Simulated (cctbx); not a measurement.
# Resonant diffraction in Mo2Rh3S2

Space group R-3m (no. 166), a = 5.3820 Å, b = 5.3820 Å, c = 12.8240 Å, α = 90.00°, β = 90.00°, γ = 120.00°.

```
atom  mult.    x    y       z  Ueq (Å²)
 Rh1      9  1/3  1/6     1/6    0.0048
 Mo1      3  1/3  2/3     1/6    0.0034
 Mo2      3    0    0       0    0.0037
  S1      6  1/3  2/3  0.3787    0.0062
```

The model is made up (kin elements in a known structure type, no relaxation), so it says nothing on whether the phase exists.

Calculated with cctbx: free-atom f′ and f″ from the Sasaki tables, no fine structure; amplitudes in electrons.

| E (eV) | F 0 2 1 | F 1 1 3 | F 1 0 4 | F 3 0 3 |
| --- | --- | --- | --- | --- |
| 19400 | 309.9 | 139.6 | 117.6 | 108.7 |
| 19750 | 309.2 | 139.3 | 113.1 | 108.5 |
| 19880 | 309.0 | 139.2 | 109.1 | 108.4 |
| 19940 | 308.8 | 139.2 | 105.1 | 108.4 |
| 19970 | 308.8 | 139.2 | 101.2 | 108.3 |
| 19985 | 308.7 | 139.1 | 97.2 | 108.3 |
| 19992 | 308.7 | 139.1 | 93.7 | 108.3 |
| 19996 | 308.7 | 139.1 | 89.8 | 108.3 |
| 20004 | 308.7 | 139.1 | 90.0 | 108.3 |
| 20008 | 308.7 | 139.1 | 94.7 | 108.3 |
| 20015 | 308.7 | 139.1 | 98.7 | 108.3 |
| 20030 | 308.6 | 139.1 | 103.0 | 108.3 |
| 20060 | 308.6 | 139.1 | 107.2 | 108.3 |
| 20150 | 308.3 | 139.0 | 112.9 | 108.2 |
| 20400 | 307.7 | 138.8 | 119.1 | 108.0 |

**Question.** Which edge is crossed, and why do the reflections move as they do?

The K edge of Mo. The edge is at 20000 eV. f′ of Mo falls from -4.6 e at 19880 eV to -7.8 e at 4 eV below it, and f″ steps from 0.54 to 3.69 e across it. Over that approach |F| changes by -0 % (0 2 1), -0 % (1 1 3), -18 % (1 0 4) and -0 % (3 0 3): a reflection falls where Mo scatters in phase with the total and rises where it scatters against it; it hardly moves where the Mo term is small or cancels by symmetry. Above the edge the larger f″ enters the imaginary part, where it can add to or cancel the other atoms' f″. The structure is centrosymmetric, so Friedel mates stay equal.

[Logs are printed without paths, hosts, clocks, repeated set-up lines and the standing remarks that a program may print on its own settings, such as how far it seeks lower states.]
